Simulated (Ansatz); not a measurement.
# Starting-point dependence of the GW gap of Cd5B3ClO9 (Cm)

How much of the starting functional survives in the G0W0 gap of Cd5B3ClO9 (Cm)?

Main program and level: Ansatz 0.2.0; G0W0 on several functionals, plane waves, PAW.

## (1) Set-up

The structure is monoclinic, space group Cm (No. 8). Conventional cell: a = 8.172 Å, b = 16.061 Å, c = 3.474 Å, α = 90.00°, β = 99.29°, γ = 90.00°. Cd has 5 O at 2.19 to 2.37 Å and 1 Cl at 2.56 Å nearest. Nearest to Cd lie 6 O at 2.30 to 2.67 Å. Cd has 4 O at 2.17 to 2.36 Å and 2 Cl at 2.57 to 2.61 Å nearest. Nearest to B lie 3 O at 1.38 Å. Nearest to B lie 3 O at 1.38 to 1.40 Å. Cl has 4 Cd at 2.56 to 2.61 Å nearest. Farther neighbours and most contacts between anions are not listed.

Geometry: measured cell, ions relaxed with PBE. The runs that relaxed it are not among those shown.

## (2) G0W0 on PBE

G0W0 replaces the xc potential by the self-energy, built once from these orbitals. Only a window of levels is corrected, while the sums run over the empty bands that the input names. This step takes PAW set soft_1 files.

This step: G0W0 on PBE, plane waves, PAW; PAW set soft_1.

The input, input.yaml:

```yaml
crystal:
  lattice:
    - [4.086, -8.0305, 0.0]
    - [4.086, 8.0305, 0.0]
    - [-0.5610688069, 0.0, 3.4284942182]
  atoms:
    - { symbol: Cd, position: [0.9903899046, 0.7342556792, 0.5662659888] }
    - { symbol: Cd, position: [0.7342556792, 0.9903899046, 0.5662659888] }
    - { symbol: Cd, position: [0.3113911839, 0.6630019832, 0.9124457693] }
    - { symbol: Cd, position: [0.6630019832, 0.3113911839, 0.9124457693] }
    - { symbol: Cd, position: [0.2871762088, 0.2871762088, 0.3102574688] }
    - { symbol: B, position: [0.6210609171, 0.6210609171, 0.9737592675] }
    - { symbol: B, position: [0.972075933, 0.3689018994, 0.3370010488] }
    - { symbol: B, position: [0.3689018994, 0.972075933, 0.3370010488] }
    - { symbol: Cl, position: [0.049188481, 0.049188481, 0.7118210963] }
    - { symbol: O, position: [0.7759792855, 0.623579409, 0.0193502893] }
    - { symbol: O, position: [0.623579409, 0.7759792855, 0.0193502893] }
    - { symbol: O, position: [0.4502306784, 0.4502306784, 0.8744954667] }
    - { symbol: O, position: [0.1618372402, 0.4552599818, 0.3467663233] }
    - { symbol: O, position: [0.4552599818, 0.1618372402, 0.3467663233] }
    - { symbol: O, position: [0.1966350256, 0.8360258997, 0.1252240285] }
    - { symbol: O, position: [0.8360258997, 0.1966350256, 0.1252240285] }
    - { symbol: O, position: [0.9120354728, 0.4534148167, 0.5549599024] }
    - { symbol: O, position: [0.4534148167, 0.9120354728, 0.5549599024] }
kpoints:
  mp_grid: { grid: [2, 2, 4] }
hamiltonian:
  xc: pbe
  pseudopotentials: { kind: paw, azcp: { folder: soft_1 } }
scf:
  occupations: { method: fixed }
gw:
  n_empty_bands: 1033
  ecut_chi: 160.0
  qp_bands: [v4, c4]
  qp_kpoints: band_edges
  screening: { model: contour_deformation }
```

The run is started by

```sh
$ ansatz run input.yaml --threads 2 --pin off --max-ram 92160MiB --backend cuda --events-out ev --progress --plain --runs-dir out --devices 1 --max-vram 13GiB
```

Numbers of over 12 decimals in the logs are rounded to 6 here.

The program printed:

```text
GPUs: using 1 of 1 available (devices: 1).
Engine: ansatz 0.2.0, x86_64-unknown-linux-gnu
Pseudopotentials: kind: paw
Pseudopotential: Cd, paw, valence charge 20, recommended cutoff 420 eV (normal), soft_1/Cd.paw.azcp
Pseudopotential: B, paw, valence charge 3, recommended cutoff 420 eV (normal), soft_1/B.paw.azcp
Pseudopotential: Cl, paw, valence charge 7, recommended cutoff 420 eV (normal), soft_1/Cl.paw.azcp
Pseudopotential: O, paw, valence charge 6, recommended cutoff 420 eV (normal), soft_1/O.paw.azcp
Functional definition: PBE
  parameter kappa = 0.804
  parameter beta = 0.066725
  exchange = pbe_x(kappa = kappa, mu = beta*pi^2/3)
  correlation = pbe_c(beta = beta)
device memory: the entry about to start is reckoned to put 3.4 GiB on a device that reports 35.4 GiB free (of which the cap on the GPU budget leaves the run 13.0 GiB)
GPU FFT provider: cuFFT
GPU libraries: cuBLAS 13.8.2, cuFFT 12.4.0, cuSOLVER 12.3.4
Crystal: 18 atoms, lattice volume = 224.996 Å³
Basis set: ecut = 420 eV, 4399 PW (Γ)
Bands: 103, of which v1, the nominal top of the filled ones, is band 85 counted from 1 (84 counted from 0)
Symmetry: 2 space group operations
Space group: Cm (ITA 8), of the structure as read, at distance tolerance 6.1e-5 Å
k-points: 9 of 16 (time reversal used)
Non-local potential: Cd, projectors of the file, l = 0: 3, l = 1: 2, l = 2: 2, l = 3: 1
Non-local potential: B, projectors of the file, l = 0: 2, l = 1: 2, l = 2: 1
Non-local potential: Cl, projectors of the file, l = 0: 2, l = 1: 2, l = 2: 1
Non-local potential: O, projectors of the file, l = 0: 2, l = 1: 2, l = 2: 1
PAW form: soft (Blöchl's): semilocal exchange-correlation on the pseudo side does not see the compensation charge
PAW one-centre angular grid: Cd, 590 points (default); XC on 64 Gauss nodes
PAW one-centre angular grid: B, 110 points (default); XC on 64 Gauss nodes
PAW one-centre angular grid: Cl, 110 points (default); XC on 64 Gauss nodes
PAW one-centre angular grid: O, 110 points (default); XC on 64 Gauss nodes
Initial density: superposition of atomic densities (chi_scale 0.1, normalization cell, long waves kept (reshape's long-wave potential 0.07 eV rms))
Initial wavefunctions: pseudopotential atomic-orbital guess
GPU buffer pool allocated for 98304 grid points (all kernels)
GPU transforms: local potential and band sums: pruned to the plane-wave sphere, on 64×64×24
Functional: x = pbe(κ = 0.804, μ = 0.219515), c = pbe(β = 0.066725)
SCF iter   1: F=—  HF=-47940.488101 eV  |F-HF|=—  |Δ(HF+E_count)|=         —  Δρ=9.48e-2  dr2=1.84e1  ethr=3.10e-3  ⟨swp⟩=5.0  Hψ=2802  notcnv=0  defer=141
preconditioner: auto → Resta (q_TF=auto, 2.604 Å⁻¹)  ε∞=4.5  [insulator: Δε(μ)=1.856 eV  Ē_g=15.061 eV  n_scr=66 (ndim 8)  ℏωp=28.2 eV  f_vac=0.009  ε∞_Penn≈4.5]
SCF iter   2: F=—  HF=-47934.716808 eV  |F-HF|=—  |Δ(HF+E_count)|=    5.77e0  Δρ=3.57e-2  dr2=2.73e0  ethr=3.10e-3  ⟨swp⟩=3.0  Hψ=1905  notcnv=0  defer=138
SCF iter   3: F=—  HF=-47934.125522 eV  |F-HF|=—  |Δ(HF+E_count)|=   5.91e-1  Δρ=1.34e-2  dr2=3.86e-1  ethr=1.60e-3  ⟨swp⟩=2.4  Hψ=1304  notcnv=0  defer=142
SCF iter   4: F=—  HF=-47934.092510 eV  |F-HF|=—  |Δ(HF+E_count)|=   3.30e-2  Δρ=5.78e-3  dr2=7.06e-2  ethr=2.27e-4  ⟨swp⟩=3.1  Hψ=1819  notcnv=0  defer=141
SCF iter   5: F=—  HF=-47934.086856 eV  |F-HF|=—  |Δ(HF+E_count)|=   5.65e-3  Δρ=2.11e-3  dr2=9.26e-3  ethr=4.15e-5  ⟨swp⟩=2.0  Hψ=1420  notcnv=0  defer=142
SCF iter   6: F=—  HF=-47934.092710 eV  |F-HF|=—  |Δ(HF+E_count)|=   5.85e-3  Δρ=8.84e-4  dr2=1.41e-3  ethr=5.45e-6  ⟨swp⟩=2.4  Hψ=1424  notcnv=0  defer=144
SCF iter   7: F=—  HF=-47934.093287 eV  |F-HF|=—  |Δ(HF+E_count)|=   5.77e-4  Δρ=2.75e-4  dr2=1.55e-4  ethr=8.31e-7  ⟨swp⟩=2.0  Hψ=1415  notcnv=0  defer=144
SCF iter   8: F=—  HF=-47934.093496 eV  |F-HF|=—  |Δ(HF+E_count)|=   2.08e-4  Δρ=8.82e-5  dr2=1.61e-5  ethr=9.14e-8  ⟨swp⟩=2.0  Hψ=1408  notcnv=0  defer=133
SCF iter   9: F=—  HF=-47934.093512 eV  |F-HF|=—  |Δ(HF+E_count)|=   1.60e-5  Δρ=5.17e-5  dr2=5.18e-6  ethr=9.47e-9  ⟨swp⟩=2.0  Hψ=1512  notcnv=0  defer=113
SCF iter  10: F=—  HF=-47934.093513 eV  |F-HF|=—  |Δ(HF+E_count)|=   1.24e-6  Δρ=1.13e-5  dr2=3.56e-7  ethr=3.05e-9  ⟨swp⟩=2.0  Hψ=1376  notcnv=0  defer=115
SCF iter  11: F=-47934.093513 eV  HF=-47934.093513 eV  |F-HF|=4.29e-8  |Δ(HF+E_count)|=   4.59e-7  Δρ=7.20e-6  dr2=9.96e-8  ethr=5.88e-11  ⟨swp⟩=11.8  Hψ=3967  notcnv=0
SCF 1 converged in 11 iterations: F = -47934.093513 eV  dr2 = 9.96e-8
  greatest PAW one-centre occupation: 1.000 electrons in one spin orbital (limit 2), on the Cd atom at site 1 (counted from 0), in its partial waves of l = 1
device memory: the entry about to start is reckoned to put 4.0 GiB (of the 4.1 GiB reckoned in all, the device holds 0.1 GiB already) on a device that reports 35.0 GiB free (of which the cap on the GPU budget leaves the run 12.9 GiB)
NSCF: frozen V_eff on 9 k-points
the band table was solved once the SCF had ended and its energy, with any forces and stress, was formed, with the checks that follow a solve (3383 applications of the Hamiltonian). They found nothing against the state; the energy, forces and stress were not computed again (output.eigenvalues in the input reference)
device memory: the entry about to start is reckoned to put 11.5 GiB on a device that reports 35.1 GiB free (of which the cap on the GPU budget leaves the run 13.0 GiB)
NSCF: frozen V_eff on 9 k-points
G₀W₀ screening: q 1/9
[... further progress lines ...]
device memory: the entry about to start is reckoned to put 1.4 GiB on a device that reports 24.4 GiB free (of which the cap on the GPU budget leaves the run 13.0 GiB)
NSCF: frozen V_eff on 1 k-points
device memory: the entry about to start is reckoned to put 1.4 GiB on a device that reports 24.4 GiB free (of which the cap on the GPU budget leaves the run 13.0 GiB)
NSCF: frozen V_eff on 1 k-points
device memory: the entry about to start is reckoned to put 1.4 GiB on a device that reports 24.4 GiB free (of which the cap on the GPU budget leaves the run 13.0 GiB)
NSCF: frozen V_eff on 1 k-points
SCF converged after 11 iterations
Free energy (F): -47934.093513 eV
Harris-Foulkes:  -47934.093513 eV  (|F-HF|=4.29e-8)
Internal energy: -47934.093513 eV  (E = F + TS)
E sigma→0 (E₀):  -47934.093513 eV
Fermi energy:    8.408493 eV
--- Per-component energies (eV) ---
  E_band       = -2253.381450
  E_kinetic    = 4031.067540
  E_local      = -20559.691901  (includes V_loc(G=0)·N_el)
  E_nonlocal   = 1145.605604
  E_hartree    = 9183.856552
  E_xc         = -1629.557478
  E_vxc        = -2030.190813  (∫ρ·V_xc dr)
  E_paw        = -22868.977499  (= ΣΔE_a)
  E_vpaw       = -3207.890088  (= ΣTr[D̂ρ^β])
  E_aug_tail   = 0.008972  (compensation charges beyond the density's cutoff)
  E_ewald      = -17236.405304
  E_smearing   = -0.000000  (= −TS)
  E_closure    = 0.000000  (closes the sum)
  Σ components = -47934.093513   (vs F -47934.093513, Δ=0.00e0)
--- Band table (eV; the first three rows and the last of 9) ---
  k-point 0: bands = [... 81 lower, 7.8611, 7.9874, 8.2094, 8.3481, 10.3931, 13.0114, 13.3064, 13.5003, ... 14 higher]
  k-point 1: bands = [... 81 lower, 7.7518, 8.0543, 8.0872, 8.3819, 11.8649, 13.6533, 13.6917, 13.9737, ... 14 higher]
  k-point 2: bands = [... 81 lower, 7.8947, 7.9022, 8.1858, 8.4085, 13.1012, 13.5160, 13.9646, 14.1072, ... 14 higher]
  k-point 8: bands = [... 81 lower, 7.7706, 7.8560, 8.2267, 8.3343, 13.2291, 13.7122, 13.7540, 13.8392, ... 14 higher]
--- G₀W₀: contour deformation, 7 samples at zero and on the imaginary axis and 2 off it, 16 q-points, 1033 empty bands' worth ---
  eigenvalues of the whole cell's RPA ε∞ on this k-mesh (on a slab, of 1 + 4πα/V) = 3.5374, 3.7958, 3.9527; static W/v taken at q = 0 is 0.266988
  gw.qp_kpoints: band_edges: 9 of 9 stored k-points solved, in 1 pass; an edge of the gap read off the rows below is read off those points alone
    ik  band        ε_KS         Σx   Σc(E_QP)       V_xc       Z   E_QP_lin       E_QP  E_QP is
     0    82      7.8611   -27.6276     3.9884   -22.6332  0.7696     6.8409     6.8551  root
     0    83      7.9874   -26.9113     4.5730   -21.3296  0.7546     6.9615     6.9788  root
     0    84      8.2094   -27.3819     4.5676   -21.8530  0.7544     7.2326     7.2482  root
     0    85      8.3481   -27.3547     4.6359   -21.8067  0.7518     7.4224     7.4360  root
     0    86     10.3931   -10.3192    -3.6594   -14.5462  0.8268    10.9631    10.9608  root
     0    87     13.0114    -9.3278    -4.0658   -14.0892  0.8203    13.7119    13.7071  root
     0    88     13.3064   -12.5118    -3.9757   -17.4688  0.7975    14.2991    14.2877  root
     0    89     13.5003   -10.7415    -4.2429   -15.8693  0.8125    14.3935    14.3852  root
     1    82      7.7518   -27.0606     4.3460   -21.7553  0.7574     6.7778     6.7925  root
     1    83      8.0543   -27.0247     4.5511   -21.5158  0.7527     7.0808     7.0966  root
     1    84      8.0872   -27.1392     4.6920   -21.4847  0.7513     7.1090     7.1248  root
     1    85      8.3819   -27.4728     4.5859   -21.9626  0.7541     7.4438     7.4576  root
     1    86     11.8649   -11.2225    -3.8254   -15.7955  0.8157    12.6173    12.6124  root
     1    87     13.6533   -11.9304    -4.2510   -17.1950  0.7998    14.6799    14.6669  root
     1    88     13.6917   -10.6703    -4.4535   -16.0521  0.8091    14.6301    14.6199  root
     1    89     13.9737   -11.1122    -4.3937   -16.4748  0.8068    14.9537    14.9426  root
     2    82      7.8947   -26.6539     4.6674   -21.0294  0.7485     6.9212     6.9376  root
     2    83      7.9022   -27.3058     4.4219   -21.9272  0.7563     6.9307     6.9455  root
     2    84      8.1858   -27.4648     4.7141   -21.7901  0.7530     7.2101     7.2253  root
     2    85      8.4085   -27.5375     4.4076   -22.1984  0.7586     7.4636     7.4770  root
     2    86     13.1012    -9.3224    -4.4095   -14.5599  0.8207    13.9363    13.9293  root
     2    87     13.5160    -9.7456    -4.5253   -15.1782  0.8125    14.4328    14.4233  root
     2    88     13.9646   -10.6414    -4.5525   -16.1767  0.8080    14.9594    14.9473  root
     2    89     14.1072   -10.5527    -4.4786   -15.9936  0.8060    15.0809    15.0694  root
[...]
8    82      7.7706   -26.2206     4.6897   -20.5545  0.7468     6.7765     6.7942  root
     8    83      7.8560   -27.3954     4.3716   -22.0649  0.7590     6.8828     6.8972  root
     8    84      8.2267   -27.6314     4.7475   -21.9270  0.7529     7.2547     7.2699  root
     8    85      8.3343   -27.5958     4.5334   -22.1355  0.7555     7.3937     7.4075  root
     8    86     13.2291    -9.0850    -4.5082   -14.4546  0.8194    14.0983    14.0905  root
     8    87     13.7122    -9.9501    -4.6041   -15.4906  0.8105    14.6592    14.6485  root
     8    88     13.7540   -11.0082    -4.4705   -16.4680  0.8067    14.7554    14.7434  root
     8    89     13.8392   -10.1857    -4.4622   -15.5697  0.8124    14.7706    14.7609  root
```

It took 83 s on 1 × NVIDIA H100 80GB HBM3 (shared by 6 runs) with 2 threads of AMD EPYC 7R13 (Zen 3), shared host; peak memory 3.7 GiB; 2.3 min of CPU time.

Reading the cycles: dr2 is the Hartree energy of the density residual (eV), the measure of convergence; HF is the Harris–Foulkes estimate of the energy, which meets the free energy F at convergence.

Numbers from this step:

| Property | Result |
| --- | --- |
| bands summed | 1118 |
| RPA ε∞ on this mesh (eigenvalues) | 3.537, 3.796, 3.953 |
| plane waves in the screening matrix | 1051 |
| q-points in the mesh | 16 |
| G0W0 gap on the mesh | 3.484 eV |
| k of the valence top | 0, 0, -0.5 |
| k of the conduction bottom | 0, 0, 0 |
| starting gap on the mesh | 1.985 eV |
| Z at the valence top | 0.7586 |
| Z at the conduction bottom | 0.8268 |
| least direct G0W0 gap on the computed points | 3.525 eV |

The gap on the mesh goes from 1.98 eV to 3.48 eV, a correction of +1.50 eV. Between the two edge states, bare exchange in place of the xc potential would open the gap by 9.57 eV, and correlation takes back 8.07 eV.

(Part 1 of 2 ends here.)

[Paths, hosts, dates, memory and timing lines, banners, echoed tables and standing remarks are left out of the program output.]

[Logs are printed without paths, hosts, clocks, repeated set-up lines and the standing remarks that a program may print on its own settings, such as how far it seeks lower states.]

[Runs of the session that timed out or met a known fault of the program may be left out.]

[Cells called generated may have been cut or substituted from an entry of the Crystallography Open Database or the Materials Project.]

[Hosts, paths, dates, database ids (printed as entryN), source tags and the programs' standing remarks are cut or masked in the printed files.]
